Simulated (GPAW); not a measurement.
# Ballistic transport through CN in line between two Pd chains, from relaxation to T(E), part 2 of 2

How well does CN in line between two Pd chains conduct once its atoms have relaxed, and how much do cheaper levels lose?

GPAW 26.7.0; GPAW LCAO, PAW setups; relaxation of the junction within the symmetry of its start, lead ends held (the session's first sound run).

So far, transmission at the Fermi level (one spin): step 3 (double-zeta polarised basis, PBE, GPAW) 1.94; step 4 (basis szp(dzp), PBE, GPAW) 1.43; step 5 (basis sz(dzp), PBE, GPAW) 1.40; step 6 (LDA) 2.00; step 7 (the structure as built: geometry = "as built", PBE, GPAW) 1.99.

## (9) Comparison

The curves are compared point by point over the common energies.

This step: comparison of transmission and cost over codes, levels and geometry (GPAW 26.7.0).

Ladder, by row:

| step | code | T at the Fermi level (sum over the listed spins) | conductance (G0) | r.m.s. T(E) from the first | wall time (s) | peak memory (GiB) | threads |
| --- | --- | --- | --- | --- | --- | --- | --- |
| dzp | GPAW | 1.939 | 1.881 | 0 | 615.1 | 2.58 | 1 |
| szp | GPAW | 1.43 | 1.335 | 0.1739 | 447.1 | 2.44 | 1 |
| sz | GPAW | 1.396 | 1.324 | 0.2171 | 290.6 | 2.33 | 1 |
| dzp-LDA | GPAW | 1.996 | 1.953 | 0.04494 | 666.1 | 2.58 | 1 |
| asbuilt | GPAW | 1.99 | 1.93 | 0.3129 | 635.2 | 2.58 | 1 |

Transmission, zone mean, sum over the listed spins against energy, zero at the Fermi level:

| energy (eV) | dzp | szp | sz | dzp-LDA | asbuilt |
| --- | --- | --- | --- | --- | --- |
| -2.0000 | 0.972 | 0.941 | 0.675 | 1.01 | 1.70 |
| -1.7500 | 0.994 | 1.05 | 0.801 | 1.02 | 1.71 |
| -1.5000 | 1.28 | 1.35 | 1.12 | 1.28 | 1.86 |
| -1.2500 | 1.59 | 1.57 | 1.41 | 1.56 | 1.90 |
| -1.0000 | 1.71 | 1.62 | 1.50 | 1.69 | 1.94 |
| -0.7500 | 1.71 | 1.59 | 1.48 | 1.70 | 2.02 |
| -0.5000 | 1.71 | 1.56 | 1.45 | 1.68 | 2.09 |
| -0.2500 | 1.80 | 1.51 | 1.43 | 1.83 | 2.03 |
| -0.1000 | 1.96 | 1.64 | 1.57 | 1.99 | 2.10 |
| -0.0500 | 1.97 | 1.60 | 1.53 | 2.01 | 2.07 |
| 0.0000 | 1.94 | 1.43 | 1.40 | 2.00 | 1.99 |
| 0.2500 | 0.231 | 0.104 | 0.109 | 0.201 | 0.282 |
| 0.5000 | 0.0468 | 0.0317 | 0.0318 | 0.0408 | 0.0594 |
| 0.7500 | 0.0269 | 0.0214 | 0.0226 | 0.0237 | 0.0330 |
| 1.0000 | 0.0217 | 0.0193 | 0.0219 | 0.0192 | 0.0258 |
| 1.2500 | 0.0199 | 0.0193 | 0.0238 | 0.0176 | 0.0230 |
| 1.5000 | 0.0192 | 0.0200 | 0.0266 | 0.0169 | 0.0216 |
| 1.7500 | 0.0188 | 0.0207 | 0.0295 | 0.0166 | 0.0207 |
| 2.0000 | 0.0186 | 0.0213 | 0.0321 | 0.0165 | 0.0201 |

## (10) Grid spacing 0.25, k-points along the lead 2

The real-space grid carries density and potential; a coarse one breaks translation symmetry along the lead and scatters electrons that should pass. The lead's own mesh along the current sets its density and potential; where the lead is aligned to the junction's end layer, a rigid shift drops out.

This step: GPAW LCAO, PAW setups; Landauer transmission from Green's functions with principal layers (ASE), zero bias (GPAW 26.7.0).

The input, run.py:

```python
import json
import numpy as np
from ase import Atoms
from ase.transport.calculators import TransportCalculator
from gpaw import GPAW, FermiDirac
from gpaw.lcao.tools import get_lcao_hamiltonian
from scipy.linalg import eigh

# The junction with lead layers at both ends, along the third cell vector
device = Atoms(
    ['Pd', 'Pd', 'Pd', 'Pd', 'Pd', 'Pd', 'Pd', 'Pd', 'C', 'N', 'Pd', 'Pd', 'Pd', 'Pd', 'Pd', 'Pd', 'Pd', 'Pd'],
    positions=[
        [4.50000, 4.50000, 1.25000],
        [4.50000, 4.50000, 3.75000],
        [4.50000, 4.50000, 6.25000],
        [4.50000, 4.50000, 8.75000],
        [4.50000, 4.50000, 11.25000],
        [4.50000, 4.50000, 13.75000],
        [4.50000, 4.50000, 16.25000],
        [4.50000, 4.50000, 18.67225],
        [4.50000, 4.50000, 20.56407],
        [4.50000, 4.50000, 21.75734],
        [4.50000, 4.50000, 23.71185],
        [4.50000, 4.50000, 26.12290],
        [4.50000, 4.50000, 28.62290],
        [4.50000, 4.50000, 31.12290],
        [4.50000, 4.50000, 33.62290],
        [4.50000, 4.50000, 36.12290],
        [4.50000, 4.50000, 38.62290],
        [4.50000, 4.50000, 41.12290]],
    cell=[[9.0, 0.0, 0.0], [0.0, 9.0, 0.0], [0.0, 0.0, 42.3729]],
    pbc=True)

# One principal layer of the lead: the first 5 atoms of the device
lead = Atoms(
    ['Pd', 'Pd', 'Pd', 'Pd', 'Pd'],
    positions=[
        [4.50000, 4.50000, 1.25000],
        [4.50000, 4.50000, 3.75000],
        [4.50000, 4.50000, 6.25000],
        [4.50000, 4.50000, 8.75000],
        [4.50000, 4.50000, 11.25000]],
    cell=[[9.0, 0.0, 0.0], [0.0, 9.0, 0.0], [0.0, 0.0, 12.5]],
    pbc=True)

settings = dict(mode='lcao', basis='dzp', xc='PBE', h=0.25,
                occupations=FermiDirac(0.1), maxiter=250,
                mixer=dict(beta=0.1, nmaxold=8, weight=100.0),
                convergence=dict(density=0.0001))
energies = np.arange(-2, 2 + 1e-9, 0.025)
eta = 0.0001
n1, n2 = 1, 1
# k and -k transmit alike, so half of the mesh across the current serves
mesh = [(i, j) for i in range(n1) for j in range(n2) if (i, j) <= (-i % n1, -j % n2)]
weights = np.array([1 if (i, j) == (-i % n1, -j % n2) else 2 for i, j in mesh]) / (n1 * n2)

# [... helper functions left out ...]
fermi_lead = ground_state(lead, (1, 1, 2), 'lead.txt')
fermi_device = ground_state(device, (1, 1, 2), 'device.txt')
# [... loop over the mesh left out, but for ...]
        # Shift the lead onto the potential of the device's first layer
        shift = ((H[:, 0, 0] - H0[:, 0, 0]) / S0[0, 0]).real.mean()
# [...]
kT = 8.617333e-5 * 300
bias = [0.1, 0.2, 0.5, 1.0, 1.5, 2.0]
# [... integrals and printing left out ...]
```

Run with:

```
OMP_NUM_THREADS=1 OPENBLAS_NUM_THREADS=1 python run.py
```

Elapsed: 4.7 min, on 1 thread of Arm Neoverse V1, shared host; peak memory 1.1 GiB.

The run finished with changed settings (h = 0.25 and lead_nz = 2); it serves as a test.

Side by side:

| quantity | this run | sound run | difference |
| --- | --- | --- | --- |
| conductance (G₀) | 1.9793 | 1.8810 | 0.0982 |
| largest coupling past the next principal layer (eV) | 1.068e-4 | 1.071e-4 | -2.9e-7 |
| largest misfit of the first principal layer (eV) | 0.14048 | 0.071428 | 0.0691 |
| shift that aligns the lead (eV) | 0.022419 | 5.617e-4 | 0.0219 |
| transmission at the Fermi level (one spin) | 2.1145 | 1.9391 | 0.175 |

The two runs differ clearly in the largest misfit of the first principal layer: 0.140 eV against 0.0714 eV.

## (11) Summary of results

| Quantity | Value |
| --- | --- |
| conductance | 1.88 G₀ |
| transmission at the Fermi level, mean of the spins | 1.94 |

What this shows: In the dzp basis the junction conducts 1.88 G₀ at 300 K, with T = 1.94 a spin at the Fermi level; no smaller basis tried comes within 10 % of that conductance. Relaxation moved atoms by up to 0.089 Å and took the conductance from 1.93 to 1.88 G₀, as a ratio a smaller change than the step from dzp to the minimal basis. At the Fermi level the three most open eigenchannels pass 0.65, 0.65 and 0.63. Measured against the first run (dzp), the nearest curve is that of dzp-LDA (r.m.s. 0.045) and the farthest that of asbuilt (0.31). Over the compared runs wall time goes from 291 s (sz) to 666 s (dzp-LDA), on a shared host. The leads kept an estimated spacing and the cell its length, so the junction may be under some tension or compression. The geometry comes from the orbital basis, which tends to overbind, and kept the symmetry of the start, so a structure of lower symmetry may lie lower. The run had no spin polarisation, so a magnetic state, which chains and small molecules with open shells often have, wasn't tested. An evenly spaced straight chain is an idealisation: free chains tend to dimerise, zigzag or, where a band edge lies near the Fermi level, turn magnetic. The currents use the zero-bias T(E) throughout, which holds only while the bias is small against the distance to the nearest feature. The thermopower isn't quoted: it samples T(E) farther from the Fermi level than the conductance does, and the energy grid wasn't tested for it.

[Logs are printed without paths, hosts, clocks, repeated set-up lines and the standing remarks that a program may print on its own settings, such as how far it seeks lower states.]

[Hosts, paths, dates, database ids (printed as entryN), source tags and the programs' standing remarks are cut or masked in the printed files.]
